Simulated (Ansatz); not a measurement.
# G0W0 on several functionals: SiO2 (I-42d), part 2 of 2

How much of the starting functional survives in the G0W0 gap of SiO2 (I-42d)?

Ansatz 0.2.0; G0W0 on several functionals, plane waves, PAW. Known limits of the many-body steps: not at the basis limit.

So far. Step 3 (G0W0 on r2SCAN): Against the run with 4×4×4 mesh, 191 empty bands, screening to 100 eV, PAW set soft_1 files on LDA, the gap moves by +0.39 eV, while the start moved by +0.88 eV. Step 4 (G0W0 on HSE06): Against the run with 4×4×4 mesh, 191 empty bands, screening to 100 eV, PAW set soft_1 files on r2SCAN, the gap moves by +0.44 eV, while the start moved by +1.17 eV.

In doubt: masses and optical values from hybrid runs of this build are listed as unsure (steps 4, 5, 6), which bears on the screening that GW takes from such a start.

## Step 5: G0W0 on PBE0

This step: G0W0 on PBE0, plane waves, PAW; PAW set soft_1.

Contents of input.yaml:

```yaml
crystal:
  lattice:
    - [-2.37405, 2.37405, 3.744]
    - [2.37405, -2.37405, 3.744]
    - [2.37405, 2.37405, -3.744]
  atoms:
    - { symbol: Si, position: [0.0, 0.0, 0.0] }
    - { symbol: Si, position: [0.75, 0.25, 0.5] }
    - { symbol: O, position: [0.99838, 0.625, 0.87338] }
    - { symbol: O, position: [0.375, 0.24838, 0.37338] }
    - { symbol: O, position: [0.75162, 0.125, 0.12662] }
    - { symbol: O, position: [0.875, 0.00162, 0.62662] }
kpoints:
  mp_grid: { grid: [4, 4, 4] }
hamiltonian:
  xc: pbe0
  pseudopotentials: { kind: paw, azcp: { folder: soft_1 } }
scf:
  occupations: { method: fixed }
gw:
  n_empty_bands: 191
  ecut_chi: 100
  qp_bands: [v2, c2]
  qp_kpoints: band_edges
  screening: { model: contour_deformation }
```

Command:

```
$ ansatz run input.yaml --threads 3 --pin off --max-ram 92160MiB --backend cuda --events-out ev --progress --plain --runs-dir out --devices 1 --max-vram 13GiB
```

Numbers of over 12 decimals in the logs are rounded to 6 here.

Output:

```text
GPUs: using 1 of 1 available (devices: 1).
[...]
GPU FFT provider: cuFFT
GPU libraries: cuBLAS 13.8.2, cuFFT 12.4.0, cuSOLVER 12.3.4
Crystal: 6 atoms, lattice volume = 84.406 Å³
Basis set: ecut = 420 eV, 1637 PW (Γ)
Bands: 22, of which v1, the nominal top of the filled ones, is band 16 counted from 1 (15 counted from 0)
Symmetry: 8 space group operations
[...]
k-points: 13 of 64 (time reversal used)
[...]
1    17      9.3923    -7.2070    -2.8989   -10.9102  0.8927    10.1988    10.1966  root
     1    18     11.7542    -5.5816    -3.3727    -9.9189  0.8890    12.7225    12.7189  root
[...]
12    15     -0.7215   -26.5680     3.6520   -22.3207  0.8436    -1.3186    -1.3168  root
    12    16     -0.7215   -26.5680     3.6520   -22.3207  0.8436    -1.3186    -1.3168  root
    12    17     11.1448    -6.6270    -2.9531   -10.4403  0.8897    12.0079    12.0050  root
    12    18     11.1448    -6.6270    -2.9531   -10.4403  0.8897    12.0079    12.0050  root
[key lines of the parts left out:]
Free energy (F): -3549.526119 eV
Fermi energy:    -0.615606 eV
```

Run time: 39 s. Hardware: 1 × NVIDIA H100 80GB HBM3 (shared by 6 runs) with 3 threads of AMD EPYC 7R13 (Zen 3), shared host; peak memory 1.4 GiB.

This step gave:

```yaml
bands_summed: 207
rpa_eps_infinity_on_this_mesh_eigenvalues: 1.951, 1.951, 1.990
plane_waves_in_the_screening_matrix: 179
g0w0_gap_on_the_mesh: 9.924 eV
k_of_the_valence_top: 0, 0, 0
k_of_the_conduction_bottom: 0, 0, 0
starting_gap_on_the_mesh: 8.644 eV
least_direct_g0w0_gap_on_the_computed_points: 9.924 eV
```

Against the run with 4×4×4 mesh, 191 empty bands, screening to 100 eV, PAW set soft_1 files on HSE06, the gap moves by +0.21 eV, while the start moved by +0.77 eV.

## Step 6: G0W0 on Hartree-Fock

This step: G0W0 on Hartree-Fock, plane waves, PAW; PAW set soft_1.

Changes to input.yaml since step 5:

```diff
@@ -15,3 +15,3 @@
 hamiltonian:
-  xc: pbe0
+  xc: hf
   pseudopotentials: { kind: paw, azcp: { folder: soft_1 } }
```

Output:

```text
GPUs: using 1 of 1 available (devices: 1).
[...]
GPU FFT provider: cuFFT
GPU libraries: cuBLAS 13.8.2, cuFFT 12.4.0, cuSOLVER 12.3.4
Crystal: 6 atoms, lattice volume = 84.406 Å³
Basis set: ecut = 420 eV, 1637 PW (Γ)
Bands: 22, of which v1, the nominal top of the filled ones, is band 16 counted from 1 (15 counted from 0)
Symmetry: 8 space group operations
[...]
k-points: 13 of 64 (time reversal used)
[...]
1    17     13.0058    -4.8855    -2.0293    -4.8916  0.9421    10.9876    10.9826  root
     1    18     15.9454    -4.1392    -2.3350    -4.1449  0.9388    13.6233    13.6161  root
[...]
12    15     -4.9226   -26.6506     2.5712   -26.6414  0.9065    -2.3727    -2.3605  root
    12    16     -4.9226   -26.6506     2.5712   -26.6414  0.9065    -2.3727    -2.3605  root
    12    17     14.8181    -4.5559    -2.0327    -4.5598  0.9410    12.7946    12.7893  root
    12    18     14.8181    -4.5559    -2.0327    -4.5598  0.9410    12.7946    12.7893  root
[key lines of the parts left out:]
Free energy (F): -3495.002413 eV
Fermi energy:    -4.814233 eV
```

The job ended after 33 s (1 × NVIDIA H100 80GB HBM3 (shared by 6 runs) with 3 threads; peak memory 1.5 GiB).

This step gave:

| Item | Value |
| --- | --- |
| bands summed | 207 |
| RPA ε∞ on this mesh (eigenvalues) | 1.573, 1.573, 1.587 |
| plane waves in the screening matrix | 179 |
| G0W0 gap on the mesh | 11.79 eV |
| k of the valence top | 0, 0, 0 |
| k of the conduction bottom | 0, 0, 0 |
| starting gap on the mesh | 16.40 eV |
| least direct G0W0 gap on the computed points | 11.79 eV |

Against the run with 4×4×4 mesh, 191 empty bands, screening to 100 eV, PAW set soft_1 files on PBE0, the gap moves by +1.87 eV, while the start moved by +7.76 eV.

## Step 7: The starts together

All on the 4×4×4 mesh with 191 empty bands and screening to 100 eV. Times are wall times on 1 × NVIDIA H100 80GB HBM3 (shared by 6 runs) with 3 threads of AMD EPYC 7R13 (Zen 3), shared host, good to a factor of about two.

| start | starting gap (eV) | shift (eV) | G0W0 gap (eV) | RPA ε∞ (harmonic mean) | Z (valence, conduction) | time |
| --- | --- | --- | --- | --- | --- | --- |
| LDA | 5.82 | +3.06 | 8.88 | 2.28 | 0.80, 0.87 | 11 s |
| r2SCAN | 6.70 | +2.57 | 9.27 | 2.11 | 0.82, 0.88 | 23 s |
| HSE06 | 7.87 | +1.84 | 9.71 | 2.01 | 0.84, 0.89 | 40 s |
| PBE0 | 8.64 | +1.28 | 9.92 | 1.96 | 0.84, 0.90 | 39 s |
| Hartree-Fock | 16.40 | −4.61 | 11.79 | 1.58 | 0.91, 0.94 | 33 s |

How the two edges are built up, in eV (the quasiparticle level is the starting level plus Σx plus Σc less Vxc):

| run | edge | start | Σx | Σc | Vxc | Z | QP |
| --- | --- | --- | --- | --- | --- | --- | --- |
| LDA | valence top | 0.80 | -26.32 | 4.27 | -20.51 | 0.80 | -0.74 |
| LDA | conduction bottom | 6.63 | -7.15 | -3.30 | -11.97 | 0.87 | 8.14 |
| r2SCAN | valence top | 0.68 | -26.45 | 4.04 | -20.95 | 0.82 | -0.78 |
| r2SCAN | conduction bottom | 7.38 | -6.69 | -3.08 | -10.88 | 0.88 | 8.49 |
| HSE06 | valence top | -0.21 | -26.47 | 3.77 | -21.81 | 0.84 | -1.10 |
| HSE06 | conduction bottom | 7.67 | -6.58 | -2.97 | -10.50 | 0.89 | 8.61 |
| PBE0 | valence top | -0.62 | -26.48 | 3.64 | -22.22 | 0.84 | -1.23 |
| PBE0 | conduction bottom | 8.03 | -6.57 | -2.88 | -10.13 | 0.90 | 8.70 |

For a hybrid start, Vxc holds its share of exact exchange.

## Step 8: Results

| Property | Result |
| --- | --- |
| G0W0@LDA | 8.88 eV (start 5.82 eV) |
| G0W0@r2SCAN | 9.27 eV (start 6.70 eV) |
| G0W0@HSE06 | 9.71 eV (start 7.87 eV) |
| G0W0@PBE0 | 9.92 eV (start 8.64 eV) |
| G0W0@Hartree-Fock | 11.79 eV (start 16.40 eV) |
| known limits | not at the basis limit |

What this shows: The starting gaps span 10.58 eV and the G0W0 gaps 2.91 eV. Between LDA and Hartree-Fock, 2.91 eV of the 10.58 eV survives, 27 %. Hartree-Fock screens less than LDA (ε∞ 1.58 against 2.28). On Hartree-Fock the correction is negative: that start lies above its own G0W0 value. The smallest correction, +1.28 eV, is on PBE0, the start nearest to reproducing itself. Bands and cutoff are finite, so the gap is not at the basis limit. The miss can reach some tenths of an eV and take either sign; the mesh is an error of its own.

[Paths, hosts, dates, memory and timing lines, banners, echoed tables and standing remarks are left out of the program output.]

[Logs are printed without paths, hosts, clocks, repeated set-up lines and the standing remarks that a program may print on its own settings, such as how far it seeks lower states.]

[Runs of the session that timed out or met a known fault of the program may be left out.]

[Cells called generated may have been cut or substituted from an entry of the Crystallography Open Database or the Materials Project.]

[Hosts, paths, dates, database ids (printed as entryN), source tags and the programs' standing remarks are cut or masked in the printed files.]
